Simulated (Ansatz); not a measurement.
# GdAl3Au, from a guessed structure to a relaxed one

This structure for GdAl3Au is made up. Its elements were placed in a known structure type with a cell scaled to their sizes. What cell does the guess relax to, and how far off was it?

Calculated with Ansatz 0.2.0; DFT, PBE, plane-wave PAW, default files, scalar-relativistic, ferromagnetic start, cell and ions relaxed at zero pressure, in the first sound run; inputs show where later runs differ.

## Step 1: Starting point

The structure is tetragonal, space group I4mm (No. 107). Conventional cell: a = 4.347 Å, b = 4.347 Å, c = 10.944 Å, α = 90.00°, β = 90.00°, γ = 90.00°. Au has 5 Al at 2.51 to 2.54 Å and 4 Gd at 3.43 Å nearest. Gd has 12 Al at 3.23 to 3.58 Å and 4 Au at 3.43 Å nearest. Al has 2 Au at 2.54 Å and 6 Al at 2.73 to 3.07 Å and 4 Gd at 3.41 to 3.58 Å nearest. Al has 1 Au at 2.51 Å and 4 Al at 2.73 Å and 4 Gd at 3.23 Å nearest. Farther neighbours are not listed.

## Step 2: Relaxation of the guess

The guessed cell has no reason to be at equilibrium. It is relaxed with the atoms, within the space group of the guess.

The input, input.yaml:

```yaml
crystal:
  lattice:
    - [-2.1735, 2.1735, 5.472]
    - [2.1735, -2.1735, 5.472]
    - [2.1735, 2.1735, -5.472]
  atoms:
    - { symbol: Au, position: [0.6302, 0.6302, 0.0] }
    - { symbol: Gd, position: [0.9909, 0.9909, 0.0], spin: 7.0 }
    - { symbol: Al, position: [0.7504, 0.2504, 0.5] }
    - { symbol: Al, position: [0.2504, 0.7504, 0.5] }
    - { symbol: Al, position: [0.4008, 0.4008, 0.0] }
magnetization:
  spin_polarized: true
kpoints:
  mp_grid: { grid: [9, 9, 9] }
scf:
  occupations: { method: fermi_dirac, width: 0.05 }
hamiltonian:
  xc: pbe
  pseudopotentials: { kind: paw }
relax:
  f_tol: 0.015
  max_steps: 70
  cell: {}
output:
  forces: true
  stress: true
```

The run is started by

```console
ansatz run input.yaml --threads 4 --pin off --max-ram 10240MiB --backend cpu --events-out ev --progress --plain --runs-dir out
```

Numbers of over 12 decimals in the logs are rounded to 6 here.

Output:

```text
basis.fft_grid_basis auto: the FFT boxes are laid along the combinations [[1, 0, 1], [0, 1, 1], [0, 0, 1]] of the cell's own vectors, 4.347, 4.347 and 6.276 Å long. The dense box has 30×30×45 points. Along the cell's own vectors, as sized, it would have 45×45×45, 2.25 times as many. Of the 8 symmetry operations that the crystal satisfies within crystal.symmetry.tolerance (time reversal apart; of a slab, those that ke [...]
Engine: ansatz 0.2.0, x86_64-unknown-linux-gnu
Pseudopotentials: kind: paw
Pseudopotential: Au, paw, valence charge 19, recommended cutoff 420 eV (normal), Au.paw.azcp
Pseudopotential: Gd, paw, valence charge 18, recommended cutoff 420 eV (normal), Gd.paw.azcp
Pseudopotential: Al, paw, valence charge 3, recommended cutoff 420 eV (normal), Al.paw.azcp
Functional definition: PBE
  parameter kappa = 0.804
  parameter beta = 0.066725
  exchange = pbe_x(kappa = kappa, mu = beta*pi^2/3)
  correlation = pbe_c(beta = beta)
Crystal: 5 atoms, lattice volume = 103.401 Å³
Basis set: ecut = 420 eV, 2059 PW (Γ), FFT grids on a1+a3, a2+a3, a3, exchange–correlation on 60×60×90 points (8 copies of the dense FFT grid, shifted against one another)
Bands: 32, of which v1, the nominal top of the filled ones, is band 23 counted from 1 (22 counted from 0)
Symmetry: 8 space group operations
Space group: I4mm (ITA 107), of the structure as read, at distance tolerance 4.7e-5 Å
Magnetic group: BNS 107.227 (UNI 887), of the structure as read, at distance tolerance 4.7e-5 Å
k-points: 75 of 729 (time reversal used)
Non-local potential: Au, projectors of the file, l = 0: 3, l = 1: 2, l = 2: 2, l = 3: 1
Non-local potential: Gd, projectors of the file, l = 0: 3, l = 1: 2, l = 2: 2, l = 3: 3
Non-local potential: Al, projectors of the file, l = 0: 2, l = 1: 2, l = 2: 1
PAW form: soft (Blöchl's): semilocal exchange-correlation on the pseudo side does not see the compensation charge
PAW one-centre angular grid: Au, 590 points (default); XC on 64 Gauss nodes
PAW one-centre angular grid: Gd, 590 points (default); XC on 64 Gauss nodes
PAW one-centre angular grid: Al, 110 points (default); XC on 64 Gauss nodes
Initial density: superposition of atomic densities (chi_scale 0.1, normalization cell, long waves kept (reshape's long-wave potential 0.01 eV rms))
Starting moments: Σ|m| = 7 μB on 1 of 5 sites
Initial wavefunctions: pseudopotential atomic-orbital guess
Functional: x = pbe(κ = 0.804, μ = 0.219515), c = pbe(β = 0.066725)
SCF iter   1: F=—  HF=-24115.668696 eV  |F-HF|=—  |Δ(HF+E_count)|=         —  Δρ=1.39e-1 (↑1.39e-1 ↓1.39e-1)  dr2=2.00e2  dr2_m=2.40e-2  M=7.090 μB ∫|m|=7.285 μB  β_m=0.30  ethr=3.10e-3  ⟨swp⟩=7.1  Hψ=20763  notcnv=0
Mixer restart at iter 1: flushing history
preconditioner: auto → Kerker (q_TF=auto, 2.384 Å⁻¹)  [metal: Δε(μ)=0.001 eV  Ē_g=4.537 eV  σ=0.050 eV  W_gap=0.00  n_scr=32 (ndim 8)  ℏωp=20.0 eV  f_vac=0.000  D(μ)=9.74/eV (n_scr^D=114)]
spin=Collinear: Kerker preconditioning applied to the charge; magnetization (m = ρ↑ − ρ↓) channel mixes plain (no charge-response kernel on spin).
SCF iter   2: F=—  HF=-24097.942014 eV  |F-HF|=—  |Δ(HF+E_count)|=    1.77e1  Δρ=2.02e-2 (↑2.02e-2 ↓1.99e-2)  dr2=5.50e0  dr2_m=1.16e-2  M=6.842 μB ∫|m|=6.965 μB  β_m=0.31  ethr=3.10e-3  ⟨swp⟩=4.1  Hψ=14890  notcnv=0  defer=5
SCF iter   3: F=—  HF=-24097.286307 eV  |F-HF|=—  |Δ(HF+E_count)|=   6.56e-1  Δρ=1.43e-2 (↑1.43e-2 ↓1.36e-2)  dr2=2.50e0  dr2_m=1.27e-2  M=6.834 μB ∫|m|=6.955 μB  β_m=0.56  ethr=3.10e-3  ⟨swp⟩=2.8  Hψ=7555  notcnv=0  defer=80
SCF iter   4: F=—  HF=-24096.828546 eV  |F-HF|=—  |Δ(HF+E_count)|=   4.58e-1  Δρ=1.05e-2 (↑4.37e-3 ↓1.05e-2)  dr2=2.43e-1  dr2_m=1.35e-2  M=6.866 μB ∫|m|=7.001 μB  β_m=0.63  ethr=3.10e-3  ⟨swp⟩=3.3  Hψ=11454  notcnv=0  defer=87
SCF iter   5: F=—  HF=-24096.980559 eV  |F-HF|=—  |Δ(HF+E_count)|=   1.52e-1  Δρ=7.12e-3 (↑3.12e-3 ↓7.12e-3)  dr2=7.57e-2  dr2_m=1.83e-2  M=6.898 μB ∫|m|=7.049 μB  β_m=0.81  ethr=5.28e-4  ⟨swp⟩=3.1  Hψ=10331  notcnv=0  defer=90
SCF iter   6: F=—  HF=-24097.058987 eV  |F-HF|=—  |Δ(HF+E_count)|=   7.84e-2  Δρ=2.64e-3 (↑2.49e-3 ↓2.64e-3)  dr2=5.07e-2  dr2_m=6.55e-4  M=6.982 μB ∫|m|=7.173 μB  β_m=0.88  ethr=1.65e-4  ⟨swp⟩=4.1  Hψ=9936  notcnv=0  defer=88
SCF iter   7: F=—  HF=-24097.050005 eV  |F-HF|=—  |Δ(HF+E_count)|=   8.98e-3  Δρ=7.41e-4 (↑7.41e-4 ↓6.90e-4)  dr2=4.66e-3  dr2_m=2.10e-5  M=6.985 μB ∫|m|=7.182 μB  β_m=0.94  ethr=1.10e-4  ⟨swp⟩=2.8  Hψ=9015  notcnv=0  defer=71
SCF iter   8: F=—  HF=-24097.049223 eV  |F-HF|=—  |Δ(HF+E_count)|=   7.82e-4  Δρ=1.25e-4 (↑1.19e-4 ↓1.25e-4)  dr2=1.26e-4  dr2_m=3.73e-7  M=6.982 μB ∫|m|=7.180 μB  β_m=0.97  ethr=1.01e-5  ⟨swp⟩=2.1  Hψ=7125  notcnv=0  defer=71
SCF iter   9: F=—  HF=-24097.049208 eV  |F-HF|=—  |Δ(HF+E_count)|=   1.56e-5  Δρ=4.32e-5 (↑4.09e-5 ↓4.32e-5)  dr2=1.45e-5  dr2_m=4.69e-8  M=6.981 μB ∫|m|=7.180 μB  β_m=0.98  ethr=2.74e-7  ⟨swp⟩=2.5  Hψ=7072  notcnv=0  defer=71
SCF iter  10: F=—  HF=-24097.049204 eV  |F-HF|=—  |Δ(HF+E_count)|=   3.82e-6  Δρ=1.18e-5 (↑1.18e-5 ↓1.17e-5)  dr2=4.89e-7  dr2_m=1.34e-9  M=6.982 μB ∫|m|=7.180 μB  β_m=0.97  ethr=3.16e-8  ⟨swp⟩=2.2  Hψ=7080  notcnv=0  defer=71
SCF iter  11: F=—  HF=-24097.049204 eV  |F-HF|=—  |Δ(HF+E_count)|=   2.14e-7  Δρ=5.35e-6 (↑2.45e-6 ↓5.35e-6)  dr2=7.58e-8  dr2_m=5.92e-9  M=6.982 μB ∫|m|=7.180 μB  β_m=0.99  ethr=1.06e-9  ⟨swp⟩=2.0  Hψ=8478  notcnv=0  defer=71
SCF iter  12: F=-24097.049204 eV  HF=-24097.049204 eV  |F-HF|=6.55e-10  |Δ(HF+E_count)|=   6.34e-8  Δρ=7.46e-7 (↑6.96e-7 ↓7.46e-7)  dr2=2.03e-9  dr2_m=3.43e-11  M=6.982 μB ∫|m|=7.180 μB  ethr=1.65e-10  ⟨swp⟩=2.7  Hψ=16661  notcnv=0
SCF 1 converged in 12 iterations: F = -24097.049204 eV  dr2 = 2.03e-9
  greatest PAW one-centre occupation: 1.000 electrons in one spin orbital (limit 2), on the Au atom at site 0 (counted from 0), in its partial waves of l = 0
relax step   1: F+E_penalty+E_count = -24097.04920388 eV  Δ(F+E_penalty+E_count) = +0.000e0 eV  max|allowed force component| = 4.644e-1 eV/Å  Δτ_max = 0.0000 Å  P = -2.271 GPa  Ω = 103.401 Å³  (12 SCF iters, dr2 threshold 1.00e-7 eV, accepted)
Crystal: 5 atoms, lattice volume = 98.912 Å³
Basis set: ecut = 420 eV, 1923 PW (Γ), FFT grids on a1+a3, a2+a3, a3, exchange–correlation on 60×60×90 points (8 copies of the dense FFT grid, shifted against one another)
Initial density: handed on by an earlier stage of this run
Starting moments: Σ|m| = 7 μB on 1 of 5 sites; this step starts from the density that it was given
Initial wavefunctions: those handed on with the density
iter 1 solved again at ethr=4.01e-4 eV; its pass at ethr=3.10e-3 eV (dr2=1.85e-1 eV) is discarded
[...]
SCF iter   3: F=—  HF=-24097.103007 eV  |F-HF|=—  |Δ(HF+E_count)|=   4.62e-5  Δρ=2.94e-4 (↑2.46e-4 ↓2.94e-4)  dr2=1.94e-4  dr2_m=5.37e-5  M=6.996 μB ∫|m|=7.184 μB  β_m=0.67  ethr=2.58e-6  ⟨swp⟩=2.4  Hψ=8324  notcnv=0
SCF iter   4: F=—  HF=-24097.102996 eV  |F-HF|=—  |Δ(HF+E_count)|=   1.15e-5  Δρ=7.24e-5 (↑4.77e-5 ↓7.24e-5)  dr2=2.27e-5  dr2_m=9.07e-7  M=6.996 μB ∫|m|=7.185 μB  β_m=0.81  ethr=4.23e-7  ⟨swp⟩=2.3  Hψ=7613  notcnv=0
SCF iter   5: F=—  HF=-24097.103001 eV  |F-HF|=—  |Δ(HF+E_count)|=   4.99e-6  Δρ=4.05e-5 (↑4.05e-5 ↓1.65e-5)  dr2=3.34e-6  dr2_m=4.03e-7  M=6.996 μB ∫|m|=7.185 μB  β_m=0.69  ethr=4.93e-8  ⟨swp⟩=2.0  Hψ=7796  notcnv=0
SCF iter   6: F=—  HF=-24097.102997 eV  |F-HF|=—  |Δ(HF+E_count)|=   3.67e-6  Δρ=2.17e-5 (↑8.73e-6 ↓2.17e-5)  dr2=9.60e-7  dr2_m=6.91e-8  M=6.996 μB ∫|m|=7.185 μB  β_m=0.84  ethr=7.26e-9  ⟨swp⟩=2.0  Hψ=7800  notcnv=0
SCF iter   7: F=—  HF=-24097.102997 eV  |F-HF|=—  |Δ(HF+E_count)|=   1.63e-7  Δρ=2.94e-6 (↑2.80e-6 ↓2.94e-6)  dr2=4.96e-8  dr2_m=7.86e-10  M=6.996 μB ∫|m|=7.185 μB  β_m=0.92  ethr=2.09e-9  ⟨swp⟩=2.0  Hψ=7814  notcnv=0
SCF iter   8: F=-24097.102997 eV  HF=-24097.102997 eV  |F-HF|=3.38e-10  |Δ(HF+E_count)|=   2.26e-9  Δρ=7.17e-7 (↑5.94e-7 ↓7.17e-7)  dr2=1.75e-9  dr2_m=3.78e-11  M=6.996 μB ∫|m|=7.185 μB  ethr=1.08e-10  ⟨swp⟩=2.1  Hψ=14977  notcnv=0
SCF 3 converged in 8 iterations: F = -24097.102997 eV  dr2 = 1.75e-9
relax step   3: F+E_penalty+E_count = -24097.10299740 eV  Δ(F+E_penalty+E_count) = -6.147e-3 eV  max|allowed force component| = 5.675e-2 eV/Å  Δτ_max = 0.0105 Å  P = +0.217 GPa  Ω = 99.872 Å³  energy of the carried Pulay correction = +1.086e-3 eV  (8 SCF iters, dr2 threshold 5.00e-7 eV, accepted)
[...]
relax step   4: F+E_penalty+E_count = -24097.10404348 eV  Δ(F+E_penalty+E_count) = -1.046e-3 eV  max|allowed force component| = 1.507e-2 eV/Å  Δτ_max = 0.0107 Å  P = +0.002 GPa  Ω = 100.043 Å³  energy of the carried Pulay correction = +1.032e-3 eV  (7 SCF iters, dr2 threshold 4.53e-7 eV, accepted)
[...]
relax step   5: F+E_penalty+E_count = -24097.10410075 eV  Δ(F+E_penalty+E_count) = -5.726e-5 eV  max|allowed force component| = 3.165e-3 eV/Å  Δτ_max = 0.0048 Å  P = +0.011 GPa  Ω = 100.026 Å³  energy of the carried Pulay correction = +1.038e-3 eV  (7 SCF iters, dr2 threshold 1.42e-8 eV, accepted)
Initial wavefunctions: pseudopotential atomic-orbital guess (no wavefunctions were taken with the density)
iter 1 solved again at ethr=2.26e-7 eV; its pass at ethr=3.10e-3 eV (dr2=1.04e-4 eV) is discarded
SCF iter   1: F=—  HF=-24097.103248 eV  |F-HF|=—  |Δ(HF+E_count)|=         —  Δρ=4.42e-5 (↑4.03e-5 ↓4.42e-5)  dr2=4.80e-7  dr2_m=1.91e-7  M=7.001 μB ∫|m|=7.185 μB  β_m=0.65  ethr=2.26e-7  ⟨swp⟩=3.1  Hψ=34034  notcnv=0
preconditioner: auto → Kerker (q_TF=auto, 2.397 Å⁻¹)  [metal: Δε(μ)=0.034 eV  Ē_g=7.665 eV  σ=0.050 eV  W_gap=0.17  n_scr=32 (ndim 8)  ℏωp=21.3 eV  f_vac=0.000  D(μ)=1.43/eV (n_scr^D=10)]
spin=Collinear: Kerker preconditioning applied to the charge; magnetization (m = ρ↑ − ρ↓) channel mixes plain (no charge-response kernel on spin).
SCF iter   2: F=—  HF=-24097.103263 eV  |F-HF|=—  |Δ(HF+E_count)|=   1.43e-5  Δρ=1.63e-5 (↑1.48e-5 ↓1.63e-5)  dr2=7.22e-8  dr2_m=2.81e-8  M=7.001 μB ∫|m|=7.185 μB  β_m=0.64  ethr=1.04e-9  ⟨swp⟩=2.1  Hψ=8267  notcnv=0
SCF iter   3: F=—  HF=-24097.103265 eV  |F-HF|=—  |Δ(HF+E_count)|=   2.26e-6  Δρ=1.50e-6 (↑1.34e-6 ↓1.50e-6)  dr2=1.60e-9  dr2_m=3.09e-10  M=7.001 μB ∫|m|=7.185 μB  β_m=0.63  ethr=1.57e-10  ⟨swp⟩=2.0  Hψ=7495  notcnv=0
SCF iter   4: F=—  HF=-24097.103265 eV  |F-HF|=—  |Δ(HF+E_count)|=   1.27e-7  Δρ=3.46e-7 (↑3.38e-7 ↓3.46e-7)  dr2=2.73e-10  dr2_m=1.34e-11  M=7.001 μB ∫|m|=7.185 μB  β_m=0.76  ethr=3.48e-12  ⟨swp⟩=2.0  Hψ=8321  notcnv=0
SCF iter   5: F=—  HF=-24097.103265 eV  |F-HF|=—  |Δ(HF+E_count)|=  3.09e-10  Δρ=1.59e-7 (↑1.35e-7 ↓1.59e-7)  dr2=6.93e-11  dr2_m=1.76e-12  M=7.001 μB ∫|m|=7.185 μB  β_m=0.70  ethr=1.00e-12  ⟨swp⟩=2.0  Hψ=7666  notcnv=0
SCF iter   6: F=—  HF=-24097.103265 eV  |F-HF|=—  |Δ(HF+E_count)|=  3.27e-11  Δρ=8.83e-8 (↑4.33e-8 ↓8.83e-8)  dr2=1.16e-11  dr2_m=2.20e-12  M=7.001 μB ∫|m|=7.185 μB  β_m=0.85  ethr=1.00e-12  ⟨swp⟩=1.5  Hψ=5334  notcnv=0
SCF iter   7: F=-24097.103265 eV  HF=-24097.103265 eV  |F-HF|=4.00e-11  |Δ(HF+E_count)|=  2.18e-11  Δρ=1.60e-7 (↑2.13e-8 ↓1.60e-7)  dr2=2.96e-11  dr2_m=5.90e-12  M=7.001 μB ∫|m|=7.185 μB  ethr=1.00e-12  ⟨swp⟩=3.0  Hψ=15440  notcnv=0
SCF 6 converged in 7 iterations: F = -24097.103265 eV  dr2 = 2.96e-11
relax step   6: F+E_penalty+E_count = -24097.10326515 eV  Δ(F+E_penalty+E_count) = +8.356e-4 eV  max|allowed force component| = 3.179e-3 eV/Å  Δτ_max = 0.0000 Å  P = +0.004 GPa  Ω = 100.026 Å³  stress off target by 4.41e-2 GPa  SCF on the basis re-selected at this cell (its energy is not comparable with the rows above)  (7 SCF iters)
basis re-selected at this cell: Δ(F+E_penalty+E_count) = +8.356e-4 eV, ΔP = -0.007 GPa vs the last step (what re-selecting the basis moved, of the pressure what is left beyond the Pulay correction that the steps carried, after the strain that the cell walked since its last selection, with what the two solves' SCF thresholds leave and, on support functions, any second-order correction that the steps lacked; it is no m [...]
SCF converged after 7 iterations
Magnetization: 7.0010 μB (26.5005 up, 19.4995 down)
Absolute magnetization: 7.1869 μB (∫|ρ↑−ρ↓|, with the PAW one-centre terms)
Spin contamination: 0.0516 ħ² per cell (⟨S²⟩ above its minimum at these occupations)
Per-site moments (μB) at R_I (Å): [(-0.00136103, 1.018551), (6.969012, 1.306389), (-0.014599, 1.057426), (-0.014599, 1.057426), (-0.012731, 1.018551)]
Free energy (F): -24097.103265 eV
Harris-Foulkes:  -24097.103265 eV  (|F-HF|=4.00e-11)
Internal energy: -24097.091280 eV  (E = F + TS)
E sigma→0 (E₀):  -24097.097273 eV
Entropy (-TS):   -0.011985 eV (-2.397 meV/atom)
Fermi energy:    11.443580 eV
--- Per-component energies (eV) ---
  E_band       = -388.647767
  E_kinetic    = 1073.130830
  E_local      = -5509.460164  (includes V_loc(G=0)·N_el)
  E_nonlocal   = 391.884492
  E_hartree    = 2373.281617
  E_xc         = -581.405670
  E_vxc        = -616.367063  (∫ρ·V_xc dr)
  E_paw        = -17557.064105  (= ΣΔE_a)
  E_vpaw       = -474.400190  (= ΣTr[D̂ρ^β])
  E_aug_tail   = 0.001395  (compensation charges beyond the density's cutoff)
  E_ewald      = -4287.459676
  E_smearing   = -0.011985  (= −TS)
  E_closure    = 0.000000  (closes the sum)
  Σ components = -24097.103265   (vs F -24097.103265, Δ=0.00e0)
--- Forces (eV/Å), atoms counted from 1 ---
  atom   1  Au    -0.00000000     0.00000000    -0.00170302
  atom   2  Gd     0.00000000     0.00000000    -0.00317889
  atom   3  Al     0.00000000    -0.00000000     0.00292139
  atom   4  Al    -0.00000000     0.00000000     0.00292139
  atom   5  Al     0.00000000     0.00000000    -0.00095887
  max |Σ_I F_I| component: 1.99e-6 eV/Å
--- Stress (GPa, compression-positive) ---
       -0.016694      -0.000000       0.000000
       -0.000000      -0.016694      -0.000000
        0.000000      -0.000000       0.044067
  P = ⅓ Tr σ = 0.0036 GPa (0.036 kbar)
--- Relaxed structure (5 steps of the walk, 5 accepted, 1 SCFs on fresh bases) ---
  F+E_penalty+E_count = -24097.10326515 eV   max|allowed force component| = 3.179e-3 eV/Å   (the final SCF, on the basis selected at the relaxed cell)
  cell:  # Å, volume = 100.0259 Å³
    - [-2.124597, 2.124597, 5.539863]
    - [2.124597, -2.124597, 5.539863]
    - [2.124597, 2.124597, -5.539863]
  atoms:
    - { symbol: Au, position: [0.623830, 0.623830, 0] }
    - { symbol: Gd, position: [0.991321, 0.991321, 0] }
    - { symbol: Al, position: [0.753289, 0.253289, 0.500000] }
    - { symbol: Al, position: [0.253289, 0.753289, 0.500000] }
    - { symbol: Al, position: [0.400972, 0.400972, 0] }
```

It took 68 s on 4 threads of Intel Xeon Platinum 8488C (Sapphire Rapids), shared host; peak memory 0.74 GiB; 4.2 min of CPU time.

The steps of the relaxation:

```csv
step,energy less that of the first step (eV),largest force component (eV/Å),pressure (GPa),volume (Å³)
1,0.0000,0.4644,-2.27,103.40
2,-0.0476,0.1573,1.17,98.91
3,-0.0538,0.0568,0.22,99.87
4,-0.0548,0.0151,0.00,100.04
5,-0.0549,0.0032,0.01,100.03
6*,-0.0541,0.0032,0.00,100.03
```

Relaxation steps marked * repeat the geometry before them on a plane-wave basis chosen anew for their cell, so energy and pressure can jump there.

Forces are held to the 8 operations that the run works with; a distortion that breaks them can't arise in this run.

```csv
"conventional cell, symmetrised",before,after,change
a (Å),4.347,4.249,-2.2 %
b (Å),4.347,4.249,-2.2 %
c (Å),10.944,11.080,+1.2 %
volume (Å³/atom),20.68,20.01,-3.3 %
```

The atoms that moved most (Å, as changes of fractional coordinates times the final cell):

```csv
atom,dx,dy,dz,length
Au1,0.000,0.000,-0.071,0.071
Al3,0.000,0.000,0.032,0.032
Al4,0.000,0.000,0.032,0.032
```

This step gave:

* free energy: -24097.1033 eV
* energy at zero smearing: -24097.0973 eV
* smearing term TS: 0.01199 eV
* Fermi energy: 11.44 eV
* magnetization: 7.001 μB
* absolute magnetization: 7.187 μB
* site moments: -0.001361, 6.969, -0.01460, -0.01460, -0.01273 μB
* electrons: 46
* symmetry operations: 8
* pressure: 0.003559 GPa

Site moment by atom:

```csv
atom,site moment (μB)
Au1,0.00
Gd2,6.97
Al3,-0.01
Al4,-0.01
Al5,-0.01
```

The shortest distance of each pair, which need not be the same contact before and after:

```csv
pair,guess (Å),relaxed (Å)
Al–Au,2.511,2.469
Al–Al,2.726,2.682
Al–Gd,3.228,3.167
Au–Gd,3.431,3.344
Au–Au,4.347,4.249
```

The relaxation ends with a largest force component of 0.0032 eV/Å and a pressure of 0.00 GPa.

(Continued in part 2 of 2.)

[Logs are printed without paths, hosts, clocks, repeated set-up lines and the standing remarks that a program may print on its own settings, such as how far it seeks lower states.]

[Hosts, paths, dates, database ids (printed as entryN), source tags and the programs' standing remarks are cut or masked in the printed files.]
